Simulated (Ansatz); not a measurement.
# GeH6CBr3N (CH3NH3GeBr3): band gap by G0W0 on PBEsol, part 2 of 3

Aim: the quasiparticle gap of GeH6CBr3N (CH3NH3GeBr3), starting from PBEsol.

Ansatz 0.2.0; PBEsol, then G0W0 on it, plane waves, PAW. Known limits of the many-body steps: finite bands, screening cutoff and k mesh; no spin-orbit coupling in G0W0.

So far. Step 2 (Relaxation): The program's warnings for this run: band table not solved further.

The structure was built from a prototype and need not be the compound's stable phase.

## Step 3: The PBEsol band structure

Levels along a band path and on the mesh show where this functional puts the band edges.

This step: DFT, PBEsol, plane waves, PAW; PAW set soft_1.

Input file input.yaml:

```yaml
crystal:
  lattice:
    - [5.5467969221, 0.3702694348, 0.0049253558]
    - [0.3702694348, 5.6450359083, -0.046829508]
    - [0.0049253558, -0.046829508, 5.5495500431]
  atoms:
    - { symbol: C, position: [0.9290273899, 0.9115766737, 1.002304231] }
    - { symbol: "N", position: [0.082932378, 0.1051282868, -0.0021496463] }
    - { symbol: H, position: [1.0472006063, 0.7401270702, 1.0007242073] }
    - { symbol: H, position: [0.192228908, 1.0925891574, 0.8439182886] }
    - { symbol: H, position: [0.81193204, -0.0760669468, 0.842588036] }
    - { symbol: H, position: [-0.0238869375, 0.2701527467, -0.0014611858] }
    - { symbol: H, position: [0.8177735738, -0.0694615116, 0.1667816348] }
    - { symbol: H, position: [0.1960831932, 1.0992905295, 0.1481715727] }
    - { symbol: Ge, position: [0.5122581063, 0.510998608, 0.479648026] }
    - { symbol: Br, position: [0.5190301639, 0.4745762345, 0.018859772] }
    - { symbol: Br, position: [0.4382141512, -0.0289307855, 0.4965308816] }
    - { symbol: Br, position: [-0.0332405306, 0.4691841807, 0.5037707734] }
kpoints:
  mp_grid: { grid: [4, 4, 4] }
  band_path:
    path:
      - [[0.0, 0.0, 0.0], [0.5, 0.0, 0.0], [0.5, 0.5, 0.0], [0.0, 0.0, 0.0], [0.5, 0.5, 0.5], [0.5, 0.0, 0.0]]
      - [[0.5, 0.5, 0.0], [0.5, 0.5, 0.5]]
    npoints: 10
hamiltonian:
  xc: pbesol
  pseudopotentials: { kind: paw, azcp: { folder: soft_1 }, xc_functional: pbe }
scf:
  occupations: { method: fermi_dirac, width: 0.02 }
  n_extra_bands: 8
output:
  eigenvalues: true
  forces: true
  stress: true
  write_density: true
  write_potential: true
  elf: true
  volumetric_format: npy
```

Launch:

```sh
$ ansatz run input.yaml --threads 2 --pin off --max-ram 92160MiB --backend cuda --events-out ev --progress --plain --runs-dir out --devices 1 --max-vram 13GiB
```

Numbers of over 12 decimals in the logs are rounded to 6 here.

Output:

```text
[...]
GPUs: using 1 of 1 available (devices: 1).
[...]
GPU FFT provider: cuFFT
GPU libraries: cuBLAS 13.8.2, cuFFT 12.4.0, cuSOLVER 12.3.4
Crystal: 12 atoms, lattice volume = 172.993 Å³
Basis set: ecut = 420 eV, 3385 PW (Γ), exchange–correlation on 80×80×80 points (8 copies of the dense FFT grid, shifted against one another)
Bands: 33, of which v1, the nominal top of the filled ones, is band 25 counted from 1 (24 counted from 0)
Symmetry: 1 space group operations
[...]
k-points: 36 of 64 (time reversal used)
[...]
GPU buffer pool allocated for 64000 grid points (all kernels)
[...]
SCF iter   1: F=—  HF=-13190.470731 eV  |F-HF|=—  |Δ(HF+E_count)|=         —  Δρ=7.24e-2  dr2=9.26e0  ethr=3.10e-3  ⟨swp⟩=6.7  Hψ=5516  notcnv=0
[...]
SCF iter  10: F=-13187.382480 eV  HF=-13187.382480 eV  |F-HF|=1.19e-8  |Δ(HF+E_count)|=   1.85e-7  Δρ=2.17e-6  dr2=1.14e-8  ethr=2.00e-10  ⟨swp⟩=19.8  Hψ=11174  notcnv=0
SCF 1 converged in 10 iterations: F = -13187.382480 eV  dr2 = 1.14e-8
[...]
NSCF: frozen V_eff on 62 k-points
SCF converged after 10 iterations
Free energy (F): -13187.382480 eV
[...]
Internal energy: -13187.382480 eV  (E = F + TS)
E sigma→0 (E₀):  -13187.382480 eV
Fermi energy:    4.118271 eV
[...]
--- Forces (eV/Å), atoms counted from 1 ---
  atom   1  C     -0.00181668     0.00598595    -0.00479619
  atom   2  N     -0.00356475    -0.00496311     0.01781908
  atom   3  H     -0.00011392     0.00173036     0.00029736
  atom   4  H      0.00837337     0.00022360    -0.01205286
  atom   5  H      0.00413753    -0.00039198     0.00547858
  atom   6  H      0.00081625    -0.00297194    -0.00103578
  atom   7  H     -0.00305266    -0.00068261     0.00326734
  atom   8  H     -0.00628823     0.00136740    -0.00469181
  atom   9  Ge    -0.00716569    -0.00440083     0.00685453
  atom  10  Br     0.00045979     0.00172525    -0.00453510
  atom  11  Br     0.00920930    -0.00419761    -0.00428929
  atom  12  Br    -0.00100863     0.00658176    -0.00231493
  max |Σ_I F_I| component: 1.43e-5 eV/Å
--- Stress (GPa, compression-positive) ---
        1.045258       0.006302      -0.019528
        0.006302       1.015874      -0.010980
       -0.019528      -0.010980       1.027915
  P = ⅓ Tr σ = 1.0297 GPa (10.297 kbar)
--- Band table (eV; the first three rows and the last of 36) ---
  k-point 0: bands = [... 21 lower, 1.2096, 1.2449, 1.3468, 1.5879, 6.9263, 7.5647, 8.0837, 8.3083, ... 4 higher]
  k-point 1: bands = [... 21 lower, 1.0378, 1.1322, 1.5311, 1.5601, 7.1484, 7.4657, 7.5456, 8.3805, ... 4 higher]
  k-point 2: bands = [... 21 lower, 1.0456, 1.3568, 1.5014, 2.0258, 5.5443, 7.4194, 8.4558, 8.5423, ... 4 higher]
  k-point 35: bands = [... 21 lower, 1.5013, 1.7605, 1.7802, 3.6015, 4.6350, 4.7779, 5.0362, 8.1379, ... 4 higher]
```

Run time: 11 s. Hardware: 1 × NVIDIA H100 80GB HBM3 (shared by 6 runs) with 2 threads of AMD EPYC 7R13 (Zen 3), shared host; peak memory 1 GiB; 7.7 s of CPU time.

The column dr2 measures how far the density is from self-consistency, as an energy; F and HF (Harris–Foulkes) agree once it is small.

Numbers from this step:

* pressure: 1.030 GPa
* filled bands: 25
* gap: 1.033 eV
* valence top at: R
* conduction bottom at: R
* least direct gap: 1.033 eV

Over mesh and path the gap is 1.033 eV, direct, at k = (0.500, 0.500, 0.500).

The electronic bands at the labelled points (eV, zero at the top of the highest nominally filled band):

```
    point  band 22  band 23  band 24  band 25  band 26  band 27  band 28  band 29
        Γ    -2.39    -2.36    -2.25    -2.01     3.32     3.96     4.48     4.71
  halfway    -2.45    -2.40    -2.29    -2.07     3.64     3.86     4.24     4.72
        X    -2.63    -2.41    -2.33    -1.42     2.12     4.21     4.43     4.79
  halfway    -2.51    -2.41    -2.11    -1.23     1.88     3.19     4.48     4.67
        M    -2.57    -2.50    -1.75    -0.81     1.55     1.87     4.60     4.65
  halfway    -2.46    -2.38    -1.98    -1.88     3.05     3.51     3.78     4.60
        Γ    -2.39    -2.36    -2.25    -2.01     3.32     3.96     4.48     4.71
  halfway    -2.45    -2.27    -1.95    -1.76     2.83     3.33     3.40     4.28
        R    -2.10    -1.84    -1.82     0.00     1.03     1.18     1.43     4.54
  halfway    -2.36    -2.18    -2.09    -1.07     1.69     2.93     3.32     4.80
        X    -2.63    -2.41    -2.33    -1.42     2.12     4.21     4.43     4.79
jump to M    -2.57    -2.50    -1.75    -0.81     1.55     1.87     4.60     4.65
  halfway    -2.29    -2.11    -1.79    -0.63     1.31     1.64     3.11     4.66
        R    -2.10    -1.84    -1.82     0.00     1.03     1.18     1.43     4.54
```

Valence density in the ab plane at fractional z = 0.001, with atoms of C and N and H and Br within 0.2 Å of it. It is the smooth field of the valence electrons, not physical close to the nuclei.

Values in e/Å³, 15 rows by 15 columns, each cell a mean:
```
1.4 0.8 0.4 0.2 0.1 0.0 0.0 0.0 0.0 0.0 0.1 0.4 1.1 1.6 1.5
1.5 0.6 0.2 0.1 0.0 0.0 0.0 0.0 0.0 0.0 0.1 0.3 0.9 1.5 1.7
1.8 0.9 0.2 0.1 0.0 0.0 0.0 0.0 0.0 0.0 0.0 0.1 0.4 0.9 1.6
1.7 1.2 0.3 0.1 0.0 0.1 0.1 0.1 0.1 0.1 0.0 0.1 0.1 0.3 0.8
0.6 0.6 0.2 0.1 0.1 0.2 0.3 0.4 0.3 0.2 0.1 0.0 0.0 0.1 0.3
0.1 0.1 0.1 0.1 0.1 0.4 0.7 1.0 0.9 0.6 0.2 0.1 0.0 0.0 0.1
0.0 0.0 0.0 0.1 0.2 0.6 1.1 0.9 1.0 1.0 0.5 0.2 0.1 0.0 0.0
0.0 0.0 0.0 0.1 0.2 0.7 1.1 0.3 0.2 1.1 0.8 0.3 0.1 0.0 0.0
0.1 0.0 0.0 0.1 0.2 0.5 1.1 0.8 0.7 1.1 0.7 0.3 0.1 0.1 0.1
0.3 0.1 0.1 0.0 0.1 0.3 0.7 1.0 1.1 0.9 0.5 0.2 0.1 0.1 0.3
1.2 0.5 0.2 0.1 0.1 0.1 0.2 0.4 0.5 0.4 0.2 0.1 0.1 0.3 1.1
2.2 1.7 0.8 0.3 0.1 0.1 0.1 0.1 0.1 0.1 0.1 0.1 0.1 0.3 1.2
3.0 3.3 2.2 0.7 0.2 0.0 0.0 0.0 0.0 0.0 0.0 0.0 0.1 0.3 1.0
2.9 3.4 2.9 1.1 0.3 0.1 0.0 0.0 0.0 0.0 0.0 0.1 0.2 0.4 1.0
2.0 2.3 1.6 0.6 0.2 0.0 0.0 0.0 0.0 0.0 0.1 0.2 0.6 0.9 1.3
```
Columns run along a (5.6 Å), rows up along b (5.7 Å). Atoms in or near the plane, at fractional coordinates: C at (0.93, 0.91), N at (0.08, 0.11), H at (0.05, 0.74), H at (0.98, 0.27), Br at (0.52, 0.47).

Electrostatic potential energy in the ab plane at fractional z = 0.001, with atoms of C and N and H and Br within 0.2 Å of it. With pseudopotentials it is smooth inside the atoms' cores, unlike the true potential.

Values in eV, 15 rows by 15 columns, each cell a mean:
```
-28  -5   1   4   6   7   7   8   8   8   7   4 -16 -48 -54
-33  -3   4   6   7   7   8   8   8   8   7   4 -13 -47 -55
-22  -6   4   7   7   8   8   8   8   8   8   6   0 -17 -28
-29 -25   1   6   7   8   8   7   8   8   8   7   6   3  -3
-11 -12   2   7   7   6   4   3   4   6   7   8   7   7   4
  5   4   6   7   7   3  -8 -20 -16  -3   5   7   8   8   7
  7   7   7   7   6  -4 -33 -51 -49 -27  -2   6   8   8   7
  7   7   7   7   5  -7 -42 -56 -56 -44 -10   5   7   7   7
  5   6   7   7   6  -2 -29 -52 -54 -40  -9   4   6   5   4
 -4   4   6   7   7   4  -6 -24 -30 -17   0   5   5   2  -8
-25  -1   4   6   7   7   5   2   0   2   5   6   5  -3 -31
-30 -20  -7   3   6   7   7   7   7   7   7   7   6   1 -18
-40 -50 -33  -5   4   6   7   8   8   8   8   7   6   3  -8
-41 -55 -42 -10   4   6   7   8   8   8   8   6   4   1  -8
-22 -32 -23  -3   4   6   7   8   8   8   7   5  -3 -19 -22
```
Columns run along a (5.6 Å; values clipped at the 3rd and 97th percentile), rows up along b (5.7 Å). Atoms in or near the plane, at fractional coordinates: C at (0.93, 0.91), N at (0.08, 0.11), H at (0.05, 0.74), H at (0.98, 0.27), Br at (0.52, 0.47).

## Step 4: The quasiparticle correction

G0W0 replaces the xc potential by a self-energy built once from the orbitals of the start. Levels are corrected in the window of bands that the input names, at points of the mesh.

This step: G0W0 on PBEsol, plane waves, PAW; PAW set soft_1.

Changes to input.yaml since step 3:

```diff
@@ -20,7 +20,2 @@
   mp_grid: { grid: [4, 4, 4] }
-  band_path:
-    path:
-      - [[0.0, 0.0, 0.0], [0.5, 0.0, 0.0], [0.5, 0.5, 0.0], [0.0, 0.0, 0.0], [0.5, 0.5, 0.5], [0.5, 0.0, 0.0]]
-      - [[0.5, 0.5, 0.0], [0.5, 0.5, 0.5]]
-    npoints: 10
 hamiltonian:
@@ -29,11 +24,8 @@
 scf:
-  occupations: { method: fermi_dirac, width: 0.02 }
-  n_extra_bands: 8
-output:
-  eigenvalues: true
-  forces: true
-  stress: true
-  write_density: true
-  write_potential: true
-  elf: true
-  volumetric_format: npy
+  occupations: { method: fixed }
+gw:
+  n_empty_bands: 582
+  ecut_chi: 130.0
+  qp_bands: [v4, c4]
+  qp_kpoints: band_edges
+  screening: { model: contour_deformation }
```

Output:

```text
GPUs: using 1 of 1 available (devices: 1).
[...]
GPU FFT provider: cuFFT
GPU libraries: cuBLAS 13.8.2, cuFFT 12.4.0, cuSOLVER 12.3.4
Crystal: 12 atoms, lattice volume = 172.993 Å³
Basis set: ecut = 420 eV, 3385 PW (Γ)
Bands: 37, of which v1, the nominal top of the filled ones, is band 25 counted from 1 (24 counted from 0)
Symmetry: 1 space group operations
[...]
k-points: 36 of 64 (time reversal used)
[...]
GPU buffer pool allocated for 64000 grid points (all kernels)
[...]
SCF iter   1: F=—  HF=-13190.474764 eV  |F-HF|=—  |Δ(HF+E_count)|=         —  Δρ=7.24e-2  dr2=9.27e0  ethr=3.10e-3  ⟨swp⟩=4.8  Hψ=4997  notcnv=0  defer=353
[...]
SCF iter  10: F=-13187.382552 eV  HF=-13187.382552 eV  |F-HF|=1.26e-8  |Δ(HF+E_count)|=   1.52e-7  Δρ=1.87e-6  dr2=8.04e-9  ethr=2.00e-10  ⟨swp⟩=11.3  Hψ=6817  notcnv=0
SCF 1 converged in 10 iterations: F = -13187.382552 eV  dr2 = 8.04e-9
[...]
the band table was solved once the SCF had ended and its energy, with any forces and stress, was formed, with the checks that follow a solve (5511 applications of the Hamiltonian). They found nothing against the state; the energy, forces and stress were not computed again (output.eigenvalues in the input reference)
[...]
G₀W₀ screening: q 1/36
[... further progress lines ...]
SCF converged after 10 iterations
Free energy (F): -13187.382552 eV
[...]
Internal energy: -13187.382552 eV  (E = F + TS)
E sigma→0 (E₀):  -13187.382552 eV
Fermi energy:    3.601567 eV
[...]
--- Band table (eV; the first three rows and the last of 36) ---
  k-point 0: bands = [... 21 lower, 1.2097, 1.2449, 1.3468, 1.5879, 6.9265, 7.5647, 8.0840, 8.3083, ... 8 higher]
  k-point 1: bands = [... 21 lower, 1.0378, 1.1322, 1.5311, 1.5602, 7.1484, 7.4658, 7.5457, 8.3807, ... 8 higher]
  k-point 2: bands = [... 21 lower, 1.0456, 1.3568, 1.5015, 2.0258, 5.5443, 7.4194, 8.4560, 8.5424, ... 8 higher]
  k-point 35: bands = [... 21 lower, 1.5013, 1.7605, 1.7803, 3.6016, 4.6350, 4.7779, 5.0362, 8.1379, ... 8 higher]
--- G₀W₀: contour deformation, 7 samples at zero and on the imaginary axis and 3 off it, 64 q-points, 582 empty bands' worth ---
  eigenvalues of the whole cell's RPA ε∞ on this k-mesh (on a slab, of 1 + 4πα/V) = 6.1543, 7.4969, 8.1317; static W/v taken at q = 0 is 0.138084
  gw.qp_kpoints: band_edges: 12 of 36 stored k-points solved, in 1 pass; an edge of the gap read off the rows below is read off those points alone
    valence top: of the k-points left out ik 28 came nearest to being solved in a further pass, in band 25 (counted from 1, as in the quasiparticle table): it holds the edge there only if its correction is more favourable than any solved in that band by at least 0.692 eV; those differ by 0.448 eV
    conduction bottom: of the k-points left out ik 28 came nearest to being solved in a further pass, in band 26 (counted from 1, as in the quasiparticle table): it holds the edge there only if its correction is more favourable than any solved in that band by at least 0.532 eV; those differ by 0.133 eV
  `?` marks the rows in doubt; gw_qp.tsv's column doubts and the gw_qp event give each row's grounds
    ik  band        ε_KS         Σx   Σc(E_QP)       V_xc       Z   E_QP_lin       E_QP  E_QP is
     0    22      1.2097   -19.2877     2.8108   -15.4922  0.7287     0.1327     0.2250  root
     0    23      1.2449   -19.2307     2.7286   -15.5445  0.7275     0.2106     0.2873  root
     0    24      1.3468   -19.3828     2.7199   -15.7135  0.7273     0.3248     0.3974  root
     0    25      1.5879   -19.5883     2.6343   -15.9984  0.7330     0.5597     0.6324  root
     0    26      6.9265    -5.1642    -3.7992    -9.4530  0.7966     7.4242     7.4160  root
     0    27      7.5647    -7.8808    -4.4093   -12.7671  0.7369     8.0533     8.0418  root
     0    28      8.0840    -4.1836    -3.8324    -8.4367  0.7922     8.5108     8.5047  root
     0    29      8.3083    -6.4287    -4.3277   -11.1571  0.7488     8.7171     8.7090  root
     1    22      1.0378   -19.1283     2.8175   -15.3394  0.7256    -0.0185     0.0664  root
     1    23      1.1322   -19.1762     2.7224   -15.4841  0.7298     0.0803     0.1624  root
     1    24      1.5311   -19.2915     2.5335   -15.8301  0.7317     0.5404     0.6033  root
     1    25      1.5602   -19.2915     2.5396   -15.8216  0.7317     0.5663     0.6299  root
     1    26      7.1484    -9.1330    -4.2773   -13.8575  0.7236     7.5963     7.5956  root
     1    27      7.4658    -6.6449    -4.0909   -11.1722  0.7613     7.9089     7.9022  root
     1    28      7.5457    -7.1506    -4.2299   -11.9255  0.7594     8.1037     8.0907  root
     1    29      8.3807    -5.8455    -4.1450   -10.4484  0.7645     8.8473     8.8386  root
     2    22      1.0456   -19.4524     2.8750   -15.5857  0.7284    -0.0449     0.0539  root
     2    23      1.3568   -19.3956     2.7858   -15.6145  0.7325     0.2602     0.3615  root ?
     2    24      1.5015   -19.4014     2.6651   -15.7758  0.7313     0.4654     0.5410  root
     2    25      2.0258   -18.5401     1.5731   -16.2877  0.7396     1.3252     1.3466  root
     2    26      5.5443    -9.1990    -3.7865   -13.3943  0.7550     5.9590     5.9531  root
     2    27      7.4194    -8.1349    -4.3457   -12.9240  0.7344     7.8725     7.8629  root
     2    28      8.4560    -7.1896    -4.3356   -12.0698  0.7514     9.0133     9.0006  root
     2    29      8.5424    -5.8706    -4.1100   -10.5893  0.7810     9.1663     9.1511  root
     9    22      0.9994   -19.0762     2.7848   -15.3151  0.7277    -0.0641     0.0231  root
     9    23      1.1077   -18.9441     2.7823   -15.1856  0.7276     0.0436     0.1314  root
     9    24      1.5610   -19.7092     2.7022   -16.0278  0.7352     0.4963     0.5817  root
     9    25      2.8198   -18.1474     1.0791   -16.4596  0.7491     2.1971     2.2110  root
     9    26      5.1924    -9.0921    -3.6525   -13.1309  0.7601     5.5836     5.5787  root
     9    27      5.3444    -8.9222    -3.6817   -12.9744  0.7577     5.7194     5.7149  root
     9    28      8.3743    -7.7760    -4.4189   -12.7844  0.7483     8.9780     8.9638  root
     9    29      8.5216    -8.1257    -4.5143   -13.2061  0.7392     9.1011     9.0877  root
    15    22      1.1476   -18.7685     2.5046   -15.3527  0.7269     0.1788     0.2364  root
    15    23      1.3277   -19.3043     2.7142   -15.6177  0.7307     0.2726     0.3552  root
    15    24      1.6485   -19.6049     2.6292   -16.0175  0.7339     0.6165     0.6903  root
    15    25      1.8431   -18.4070     1.9511   -15.6634  0.7350     1.0162     1.0506  root
    15    26      6.4285    -9.3141    -4.0522   -13.8016  0.7420     6.8729     6.8639  root
    15    27      6.9297    -9.1788    -4.1028   -13.6917  0.7366     7.3437     7.3398  root
    15    28      7.0016    -9.0572    -4.1763   -13.6870  0.7376     7.4613     7.4552  root
    15    29      7.8844    -6.3120    -4.1140   -11.0154  0.7782     8.4871     8.4737  root
    16    22      1.2102   -19.0759     2.7698   -15.3237  0.7296     0.1367     0.2278  root
[...]
33    23      1.1014   -19.2705     2.8636   -15.4134  0.7286     0.0061     0.1079  root ?
[...]
34    26      4.9085    -8.8774    -3.5733   -12.8146  0.7632     5.2765     5.2724  root
    34    27      5.2385    -8.5881    -3.6141   -12.5644  0.7616     5.6049     5.6007  root
    34    28      6.7098    -9.5423    -4.0269   -13.9842  0.7405     7.1289     7.1247  root
    34    29      8.2605    -5.7116    -4.1084   -10.4606  0.7864     8.9178     8.9010  root
    35    22      1.5013   -19.5936     2.7159   -15.8964  0.7341     0.4326     0.5200  root
    35    23      1.7605   -19.7145     2.6670   -16.0733  0.7345     0.7038     0.7862  root
    35    24      1.7803   -19.7672     2.6486   -16.1531  0.7347     0.7378     0.8148  root
    35    25      3.6016   -17.8646     0.5635   -16.7932  0.7558     3.0858     3.0938  root
    35    26      4.6350    -8.6453    -3.5032   -12.5046  0.7663     4.9950     4.9912  root
    35    27      4.7779    -8.6413    -3.5322   -12.5361  0.7649     5.1445     5.1405  root
    35    28      5.0362    -8.3357    -3.5905   -12.2943  0.7650     5.4085     5.4043  root
    35    29      8.1379    -5.1533    -4.0196    -9.7879  0.7912     8.7675     8.7529  root
```

Wall time 2 min (1 × NVIDIA H100 80GB HBM3 (shared by 6 runs) with 2 threads); peak memory 4.9 GiB.

This step gave:

- bands summed: 607
- RPA ε∞ on this mesh (eigenvalues): 6.154, 7.497, 8.132
- plane waves in the screening matrix: 585
- q-points in the mesh: 64
- G0W0 gap over the corrected points: 1.897 eV
- k of the valence top: -0.5, -0.5, -0.5
- k of the conduction bottom: -0.5, -0.5, -0.5
- starting gap on the mesh: 1.033 eV
- Z at the valence top: 0.7558
- Z at the conduction bottom: 0.7663
- least direct G0W0 gap over the corrected points: 1.897 eV

Over 12 of 36 irreducible mesh points the G0W0 gap is 1.897 eV, direct, at k = (-0.500, -0.500, -0.500). The PBEsol gap of this run on the mesh is 1.033 eV. The two states that bound the G0W0 gap lie that far apart at the start, so the correction of the gap is 1.897 − 1.033 = +0.864 eV. The program marks 2 of the 96 corrected levels as in doubt (energies apart, Σc rises), neither edge state among them.

Labels follow the order of the start: v1 is the top filled band, c1 the lowest empty one; levels that stay degenerate share a row, the window can cut a multiplet, doubted levels are not marked in this list, bands outside the window were not corrected, and the list may be a part of the corrected levels. Levels before and after the correction, in eV, zero at the valence-band top of each column:

```
           conduction bottom  valence top
Kohn-Sham               1.03         0.00
     G0W0               1.90         0.00
```

```
                         level  occupation  energy (eV)
Kohn-Sham  (-0.5 -0.5 -0.5) v4           2       -2.100
Kohn-Sham  (-0.5 -0.5 -0.5) v3           2       -1.841
Kohn-Sham  (-0.5 -0.5 -0.5) v2           2       -1.821
Kohn-Sham  (-0.5 -0.5 -0.5) v1           2        0.000
Kohn-Sham  (-0.5 -0.5 -0.5) c1           0        1.033
Kohn-Sham  (-0.5 -0.5 -0.5) c2           0        1.176
Kohn-Sham  (-0.5 -0.5 -0.5) c3           0        1.435
Kohn-Sham  (-0.5 -0.5 -0.5) c4           0        4.536
     G0W0  (-0.5 -0.5 -0.5) v4           2       -2.574
     G0W0  (-0.5 -0.5 -0.5) v3           2       -2.308
     G0W0  (-0.5 -0.5 -0.5) v2           2       -2.279
     G0W0  (-0.5 -0.5 -0.5) v1           2        0.000
     G0W0  (-0.5 -0.5 -0.5) c1           0        1.897
     G0W0  (-0.5 -0.5 -0.5) c2           0        2.047
     G0W0  (-0.5 -0.5 -0.5) c3           0        2.310
     G0W0  (-0.5 -0.5 -0.5) c4           0        5.659
```

The parts of the quasiparticle energy for the two states that bound the G0W0 gap, in eV on the run's own scale (QP = start + Σx + Σc − Vxc, with Σc at the quasiparticle energy):

```
             edge                         k  band  start       Σx      Σc      Vxc      Z     QP
      valence top  (-0.500, -0.500, -0.500)    25  3.602  −17.865   0.564  −16.793  0.756  3.094
conduction bottom  (-0.500, -0.500, -0.500)    26  4.635   −8.645  −3.503  −12.505  0.766  4.991
```

[end of part 2 of 3]

[Paths, hosts, dates, memory and timing lines, banners, echoed tables and standing remarks are left out of the program output.]

[Logs are printed without paths, hosts, clocks, repeated set-up lines and the standing remarks that a program may print on its own settings, such as how far it seeks lower states.]

[Runs of the session that timed out or met a known fault of the program may be left out.]

[Cells called generated may have been cut or substituted from an entry of the Crystallography Open Database or the Materials Project.]

[Hosts, paths, dates, database ids (printed as entryN), source tags and the programs' standing remarks are cut or masked in the printed files.]

[Where an RPA ε∞ is given, it is that of the G0W0 mesh and is not shown converged in it. Names of k-points follow the symmetry that the program found, which can be lower than the space group named. Band edges on a path are those of the sampled points; other points can move an edge, and change direct to indirect where valleys lie close.]

[Hybrid gaps are those of their k-mesh and are not shown converged in it.]
